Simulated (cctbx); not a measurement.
# Accept or mend?

Cell a = 6.4300 Å, b = 14.5930 Å, c = 6.4990 Å, α = 90.00°, β = 90.00°, γ = 90.00°; space group Cmmm (no. 65). The compound is Y4MgNiS8.

The data are simulated with cctbx, not measured: synchrotron X-rays, λ = 0.7749 Å, to d = 0.8 Å, 95 % of the full sphere, strongest reflection 20000 counts, noise from counting, a 3 % proportional error and a noise floor of 8 counts (s.d.); no absorption.

An anisotropic refinement with weights 1/σ² prints:

```text
Rint 0.033, 382 unique reflections to 0.80 A
cycle     R1     wR2    GooF  max shift (A)
   1  0.3920  0.6889  24.390   0.16003
   7  0.3473  0.6084  21.538   0.00016
final R1 0.3472 wR2 0.6084 GooF 21.538  parameters 22  data/parameter 17.4
atom        x        y        z      Ueq    occ   su(xyz)  su(Uiso or U11)
Y1     0.00000  0.64205  0.50000   0.0282  1.000  0.00118  0.0054
Y2     0.00000  0.86644  0.00000   0.0147  1.000  0.00086  0.0051
Ni1    0.00000  0.00000  0.50000   0.0146  1.000  0.00000  0.0094
S1     0.50000  0.69737  0.50000   0.0023  1.000  0.00152  0.0124  NPD
S2     0.00000  0.69273  0.00000   0.0121  1.000  0.00198  0.0133
Mg1    0.50000  0.00000  0.00000   0.0070  1.000  0.00000  0.0243
difference map: max 35.63 min -26.68 rms 3.30
Q1    0.2566  0.0000  0.2587    8   36.55  2.28 A from Ni1
Q2    0.0000  0.0000  0.5000    2   29.84  0.00 A from Ni1
Q3    0.0000  0.5000  0.0000    2   28.24  0.00 A from Mg1
Q4    0.0000  0.3632  0.5000    4   25.86  0.08 A from Y1
Q5    0.0000  0.1359  0.0000    4   25.20  0.03 A from Y2
Q6    0.0000  0.3143  0.0000    4   19.05  0.10 A from S2
```

**Question.** Can this result stand? If not, what is the likely fault?

Mend it. The fault: an atom left out, S at (0.2581, 0, 0.7440). Against the right model at the same level, R1 goes from 0.0131 to 0.3472 and GooF from 0.98 to 21.54, U of Y1 swells from 0.0064 to 0.0282 Å², the top difference peak, 36.5 e/Å³, lies 2.28 Å from Ni1, a hole of -26.7 e/Å³ opens and S1 goes non-positive-definite. Q1 is the missing atom. With scattering power missing, scale and phases suffer, so peaks may also grow on the heavy atoms.

The compound is Y4MgNiS8. The right model at the same level gives:

```text
Rint 0.033, 382 unique reflections to 0.80 A
cycle     R1     wR2    GooF  max shift (A)
   1  0.0185  0.0418   1.494   0.00207
   2  0.0131  0.0276   0.984   0.00000
final R1 0.0131 wR2 0.0276 GooF 0.984  parameters 28  data/parameter 13.6
atom        x        y        z      Ueq    occ   su(xyz)  su(Uiso or U11)
Y1     0.00000  0.64008  0.50000   0.0064  1.000  0.00003  0.0002
Y2     0.00000  0.86443  0.00000   0.0043  1.000  0.00003  0.0002
Ni1    0.00000  0.00000  0.50000   0.0077  1.000  0.00000  0.0004
S1     0.25811  0.00000  0.74399   0.0037  1.000  0.00012  0.0003
S2     0.50000  0.67983  0.50000   0.0084  1.000  0.00007  0.0005
S3     0.00000  0.67288  0.00000   0.0073  1.000  0.00007  0.0005
Mg1    0.50000  0.00000  0.00000   0.0080  1.000  0.00000  0.0010
difference map: max 0.66 min -0.66 rms 0.14
Q1    0.2326  0.1487  0.0000    8    0.67  1.51 A from Y2
Q2    0.0000  0.0000  0.2269    4    0.48  1.67 A from S1
Q3    0.2479  0.1250  0.4167   16    0.47  1.72 A from Y1
Q4    0.0000  0.5000  0.0000    2    0.45  0.00 A from Mg1
Q5    0.0000  0.0568  0.2989    8    0.44  1.55 A from Ni1
Q6    0.1873  0.0000  0.5000    4    0.42  1.20 A from Ni1
```

The model is made up (kin elements in a known structure type, no relaxation), so it says nothing on whether the phase exists.

[Middle refinement cycles are left out of these outputs.]

[Logs are printed without paths, hosts, clocks, repeated set-up lines and the standing remarks that a program may print on its own settings, such as how far it seeks lower states.]
